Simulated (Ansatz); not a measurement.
# A hypothetical structure for Na2GaF4, part 2 of 2

Starting from a made-up structure for Na2GaF4, the aim is the relaxed cell, its shortest contacts and, where a second run follows, its electronic structure.

Ansatz 0.2.0; DFT, PBEsol, plane-wave PAW, files of the set soft_1, scalar-relativistic, no spin, cell and ions relaxed at zero pressure; PAW set soft_1 (the session's first sound run).

So far: Starting point; Relaxation of the guess. The relaxed cell has a = 4.140, c = 11.922 Å (conventional setting).

## (3) Bands of the relaxed cell

With the geometry fixed, one more self-consistent run, with a narrower smearing and the mesh shown in its input, gives the bands, and its pressure, and its forces where symmetry allows any, show how far the geometry depends on these settings.

This step: DFT, PBEsol, plane-wave PAW, files of the set soft_1, scalar-relativistic, no spin, bands and density of states at the relaxed cell; PAW set soft_1 (Ansatz 0.2.0).

Contents of input.yaml:

```yaml
crystal:
  lattice:
    - [-2.0701098164, 2.0701098164, 5.9611760693]
    - [2.0701098164, -2.0701098164, 5.9611760693]
    - [2.0701098164, 2.0701098164, -5.9611760693]
  atoms:
    - { symbol: Ga, position: [0.0, 0.0, 0.0] }
    - { symbol: Na, position: [0.645593896, 0.645593896, 0.0] }
    - { symbol: Na, position: [0.354406104, 0.354406104, 0.0] }
    - { symbol: F, position: [0.0, 0.5, 0.5] }
    - { symbol: F, position: [0.5, 0.0, 0.5] }
    - { symbol: F, position: [0.8286579039, 0.8286579039, 0.0] }
    - { symbol: F, position: [0.1713420961, 0.1713420961, 0.0] }
kpoints:
  mp_grid: { grid: [10, 10, 10] }
  band_path:
    path:
      - [[0.0, 0.0, 0.0], [-0.5, 0.5, 0.0], [-0.5, 0.5, -0.06029661], [-0.2801483, 0.2801483, -0.2801483], [0.0, 0.0, 0.0], [0.5, 0.5, -0.5], [0.2801483, 0.7198517, -0.7198517], [0.0, 0.5, -0.5], [-0.25, 0.75, -0.25], [0.06029661, 0.93970339, -0.5], [0.5, 0.5, -0.5]]
      - [[-0.5, 0.5, 0.0], [-0.25, 0.75, -0.25]]
    npoints: 7
scf:
  occupations: { method: fermi_dirac, width: 0.03 }
  n_extra_bands: 11
hamiltonian:
  xc: pbesol
  pseudopotentials: { kind: paw, azcp: { folder: soft_1 }, xc_functional: pbe }
output:
  forces: true
  stress: true
  write_bands: true
  dos: { projected: true }
  write_density: true
  write_potential: true
  elf: true
  volumetric_format: npy
```

The run is started by

```bash
> ansatz run input.yaml --threads 4 --pin off --max-ram 10240MiB --backend cpu --events-out ev --progress --plain --runs-dir out
```

Numbers of over 12 decimals in the logs are rounded to 6 here.

The program printed:

```text
[...]
Crystal: 7 atoms, lattice volume = 102.183 Å³
Basis set: ecut = 420 eV, 1983 PW (Γ), exchange–correlation on 90×90×90 points (8 copies of the dense FFT grid, shifted against one another)
Bands: 41, of which v1, the nominal top of the filled ones, is band 30 counted from 1 (29 counted from 0)
Symmetry: 16 space group operations
[...]
k-points: 102 of 1000
[...]
SCF iter   1: F=—  HF=-9910.586327 eV  |F-HF|=—  |Δ(HF+E_count)|=         —  Δρ=1.80e-1  dr2=2.33e1  ethr=3.10e-3  ⟨swp⟩=6.1  Hψ=17461  notcnv=0  defer=26
[...]
SCF iter   9: F=-9901.971058 eV  HF=-9901.971058 eV  |F-HF|=7.28e-8  |Δ(HF+E_count)|=   7.13e-7  Δρ=1.31e-5  dr2=7.06e-8  ethr=1.69e-10  ⟨swp⟩=13.6  Hψ=33529  notcnv=0
SCF 1 converged in 9 iterations: F = -9901.971058 eV  dr2 = 7.06e-8
[...]
NSCF: frozen V_eff on 79 k-points
SCF converged after 9 iterations
Free energy (F): -9901.971058 eV
[...]
Internal energy: -9901.968527 eV  (E = F + TS)
E sigma→0 (E₀):  -9901.969793 eV
Entropy (-TS):   -0.002531 eV (-0.362 meV/atom)
Fermi energy:    6.000976 eV
[...]
--- Forces (eV/Å), atoms counted from 1 ---
  atom   1  Ga    -0.00000000     0.00000000     0.00000000
  atom   2  Na     0.00000000    -0.00000000     0.00213292
  atom   3  Na    -0.00000000    -0.00000000    -0.00213292
  atom   4  F      0.00000000     0.00000000    -0.00000000
  atom   5  F      0.00000000     0.00000000    -0.00000000
  atom   6  F      0.00000000    -0.00000000     0.00344039
  atom   7  F      0.00000000    -0.00000000    -0.00344039
  max |Σ_I F_I| component: 3.69e-18 eV/Å
--- Stress (GPa, compression-positive) ---
        0.008101       0.000000       0.000000
        0.000000       0.008101       0.000000
        0.000000       0.000000      -0.021299
  P = ⅓ Tr σ = -0.0017 GPa (-0.017 kbar)
--- Band table (eV; the first three rows and the last of 102) ---
  k-point 0: bands = [... 26 lower, 0.0350, 0.4043, 0.4043, 3.8376, 7.9454, 10.4161, 10.9894, 13.0062, ... 7 higher]
  k-point 1: bands = [... 26 lower, 0.0816, 0.3039, 0.3923, 4.1652, 8.1409, 10.5296, 10.9834, 12.6202, ... 7 higher]
  k-point 2: bands = [... 26 lower, 0.1016, 0.1999, 0.3572, 4.9965, 8.6764, 10.8426, 10.9544, 11.6128, ... 7 higher]
  k-point 101: bands = [... 26 lower, 0.1227, 0.3240, 0.3240, 4.5014, 7.3196, 9.1682, 12.4696, 13.2148, ... 7 higher]
```

Elapsed: 5.8 s, on 4 threads of Intel Xeon Platinum 8488C (Sapphire Rapids), shared host; peak memory 0.73 GiB.

The column dr2 measures how far the density is from self-consistency, as an energy; F and HF (Harris–Foulkes) agree once it is small.

Numbers from this step:

```yaml
free_energy: -9901.9711 eV
smearing_term_ts: 0.002531 eV
fermi_energy: 6.001 eV
pressure: -0.001699 GPa
```

From bands.tsv, the bands that come nearest the Fermi level along the path, at its corners, in eV from the Fermi level:

```
point  band 26  band 27  band 28  band 29  band 30  band 31  band 32  band 33
    Γ    -5.97    -5.97    -5.60    -5.60    -2.16     1.94     4.42     4.99
    X    -6.11    -5.85    -5.84    -5.47     2.04     3.45     3.45     4.53
    Y    -6.16    -5.83    -5.81    -5.47     1.77     3.55     3.56     4.16
    S    -5.93    -5.79    -5.76    -5.63     0.24     2.77     2.99     4.80
    Γ    -5.97    -5.97    -5.60    -5.60    -2.16     1.94     4.42     4.99
    Z    -5.88    -5.88    -5.68    -5.68    -1.50     1.32     3.17     6.47
   S1    -5.93    -5.79    -5.76    -5.63     0.24     2.77     2.99     4.80
    N    -6.00    -5.81    -5.73    -5.65     0.29     2.59     3.89     4.00
    P    -6.16    -6.11    -5.57    -5.57     2.04     3.45     3.45     4.39
   Y1    -6.16    -5.83    -5.81    -5.47     1.77     3.55     3.56     4.16
    Z    -5.88    -5.88    -5.68    -5.68    -1.50     1.32     3.17     6.47
    X    -6.11    -5.85    -5.84    -5.47     2.04     3.45     3.45     4.53
    P    -6.16    -6.11    -5.57    -5.57     2.04     3.45     3.45     4.39
```

Counts of states for the cell as run, both spins, by energy window (eV from the Fermi level):

```csv
from,to,total
-8,-7,6.22
-7,-6,7.29
-6,-5,7.07
-5,-4,0.00
-4,-3,0.00
-3,-2,0.01
-2,-1,0.37
-1,0,0.63
0,1,0.76
1,2,0.47
2,3,1.22
3,4,1.98
4,5,1.93
5,6,2.58
```

Below -8 eV lie 37.4 more states.

Electrostatic potential energy in the ab plane of the cell as run, not the conventional one, at fractional z = 0.000, with atoms of Ga and Na and F within 0.2 Å of it. With pseudopotentials it is smooth inside the atoms' cores, unlike the true potential.

Values in eV, 10 rows by 16 columns, each cell a mean:
```
 10  10  -2   1   7   8   8   7   7   8   8  -4 -17 -11  -3   3
 -1  -2  -4   0   5   7   6   4   2   3   5  -1 -30 -41 -28  -2
  7   6   5   5   6   7   6   3 -13 -40 -31  -5   1 -14 -23  -5
  8   8   6   6   6   7   7   5  -3 -40 -62 -52 -10   5   7   8
  8   7   5   2   1   3   5   6   5   1 -16 -29 -13   2   6   8
  8   7   5  -5 -37 -43 -19   1   6   6   6   4   3   4   6   8
  8   4   5   3 -21 -56 -61 -27   2   6   7   7   6   6   7   8
  4 -24 -33 -17   1  -4 -21 -18  -1   4   6   6   5   3   3   5
 -1  -7 -30 -38 -20   5   6   5   4   6   7   6   3  -5  -1   1
 11   2  -2  -4  -4   7   8   8   8   8   8   8   6  -2   5  12
```
Columns run along a (6.6 Å; values clipped at the 3rd and 97th percentile), rows up along b (6.6 Å). Atoms in or near the plane, at fractional coordinates: Ga at (0.00, 0.00), Na at (0.65, 0.65), Na at (0.35, 0.35), F at (0.83, 0.83), F at (0.17, 0.17).

ELF in the ab plane of the cell as run, not the conventional one, at fractional z = 0.000, with atoms of Ga and Na and F within 0.2 Å of it. It is the smooth field of the valence electrons, not physical close to the nuclei.

Ten even steps from '_' (0.01) to '@' (0.80), each cell a mean:
```
____::::::--==::____..**@@@@%%==::..
....::::..____________==@@@@@@@@++::
::::::::..____________..**@@####@@==
--..::....________====::::##@@##@@%%
++......__________**##**--::##@@@@@@
**::______________++**==++--::**@@@@
==..______________..**====**::..==**
..__________________::****##==____..
______..----..________..++**==______
______::**##**::____________________
==--....****++**::________________::
##%%**..::**--++**..______________==
%%@@@@##::--****##--______________--
##@@@@@@##::::****--________......::
--%%%%##@@##....::..______....::::::
::++%%%%@@@@**..__________..::::::::
..::++%%@@@@%%--______..::....::..__
....::--##%%##==____..==**++--::..__
```
Columns run along a (6.6 Å), rows up along b (6.6 Å). Atoms in or near the plane, at fractional coordinates: Ga at (0.00, 0.00), Na at (0.65, 0.65), Na at (0.35, 0.35), F at (0.83, 0.83), F at (0.17, 0.17).

Valence density in the ab plane of the cell as run, not the conventional one, at fractional z = 0.000, with atoms of Ga and Na and F within 0.2 Å of it. It is the smooth field of the valence electrons, not physical close to the nuclei.

Values in e/Å³, 10 rows by 16 columns, each cell a mean:
```
15  7  1  0  0  0  0  0  0  0  0  1  3  2  1  3
 0  1  0  0  0  0  0  0  0  0  0  1  6 11  5  1
 0  0  0  0  0  0  0  0  1  5  5  1  1  3  4  1
 0  0  0  0  0  0  0  0  0  6 17 10  1  0  0  0
 0  0  0  0  0  0  0  0  0  0  2  3  1  0  0  0
 0  0  0  0  4  7  2  0  0  0  0  0  0  0  0  0
 0  1  0  0  3 14 15  3  0  0  0  0  0  0  0  0
 1  3  7  3  1  1  2  2  0  0  0  0  0  0  0  0
 1  1  6  9  3  0  0  0  0  0  0  0  0  0  1  2
21  2  1  1  1  0  0  0  0  0  0  0  0  0  2 19
```
Columns run along a (6.6 Å), rows up along b (6.6 Å). Atoms in or near the plane, at fractional coordinates: Ga at (0.00, 0.00), Na at (0.65, 0.65), Na at (0.35, 0.35), F at (0.83, 0.83), F at (0.17, 0.17).

## (4) Outcome

- space group, relaxed: I4/mmm
- conventional cell: a = 4.140, b = 4.140, c = 11.922 Å; α = 90.0°, β = 90.0°, γ = 90.0°
- volume per atom: 14.60 Å³ (guess 12.86)

In words: Na2GaF4 relaxes to I4/mmm with a = 4.140, b = 4.140 and c = 11.922 Å. The guessed volume was 12 % too small. The space group I4/mmm was held in the relaxation, so the end point is a stationary structure within it and may be a saddle against distortions or other arrangements. Bands cross the Fermi level, so it is a metal or semimetal at this level. The electron count is odd, which forces that without spin polarisation or a larger cell. On the 10×10×10 mesh with the narrower smearing (relaxed on 10×10×10) the largest force component is 0.003 eV/Å and the largest stress component is 0.021 GPa, within the relaxation's thresholds of 0.015 eV/Å and 0.05 GPa. The cutoff wasn't tested. No dispersion term is used, so weakly bound directions may come out too long. Nothing here tests whether the compound is stable against decomposition.

[Logs are printed without paths, hosts, clocks, repeated set-up lines and the standing remarks that a program may print on its own settings, such as how far it seeks lower states.]

[Hosts, paths, dates, database ids (printed as entryN), source tags and the programs' standing remarks are cut or masked in the printed files.]
